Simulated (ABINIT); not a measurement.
Planning a run of ABINIT 10.8.3 on ZnSe (Stilleite). The input:

```
acell 3*1.0 Angstrom
rprim 
  -0.000000000000 2.833800000000 2.833800000000
  2.833800000000 -0.000000000000 2.833800000000
  2.833800000000 2.833800000000 0.000000000000
ntypat 2
znucl 30 34
natom 2
typat 1 2
xred 
  0.000000000000 0.000000000000 0.000000000000
  0.250000000000 0.250000000000 0.250000000000
pp_dirpath "pseudos"
pseudos "Zn.upf, Se.upf"
ecut 48
ngkpt 4 4 4
nshiftk 1
shiftk 0 0 0
kptopt 1
chksymbreak 0
istwfk *1
occopt 1
irdwfk 1
optdriver 3
nband 159
ecuteps 6.6
inclvkb 2
awtr 1
symchi 1
indata_prefix "in"
outdata_prefix "out"
tmpdata_prefix "tmp"
```

```sh
OMP_NUM_THREADS=1 mpirun -n 4 abinit run.abi > log
```

Question: Estimate wall time and host memory on 4 MPI ranks of Arm Neoverse V1, shared host.

It took 89 s; on shared hardware allow 44 s to 3 min. Peak host memory was 1.4 GiB.

[Paths, hosts, dates, memory and timing lines, banners, echoed tables and standing remarks are left out of the program output.]

[Logs are printed without paths, hosts, clocks, repeated set-up lines and the standing remarks that a program may print on its own settings, such as how far it seeks lower states.]

[Runs of the session that timed out or met a known fault of the program may be left out.]

[Hosts, paths, dates, database ids (printed as entryN), source tags and the programs' standing remarks are cut or masked in the printed files.]

[G0W0 gaps are taken among the corrected bands and points alone; a level outside them can change the order at an edge.]

[Where Ansatz stands beside ABINIT at settings called matched, ABINIT's density can come from a denser mesh and the files from another edition; pairs whose starting gaps differed by over 0.03 eV were left out, so agreement reads better than it is.]
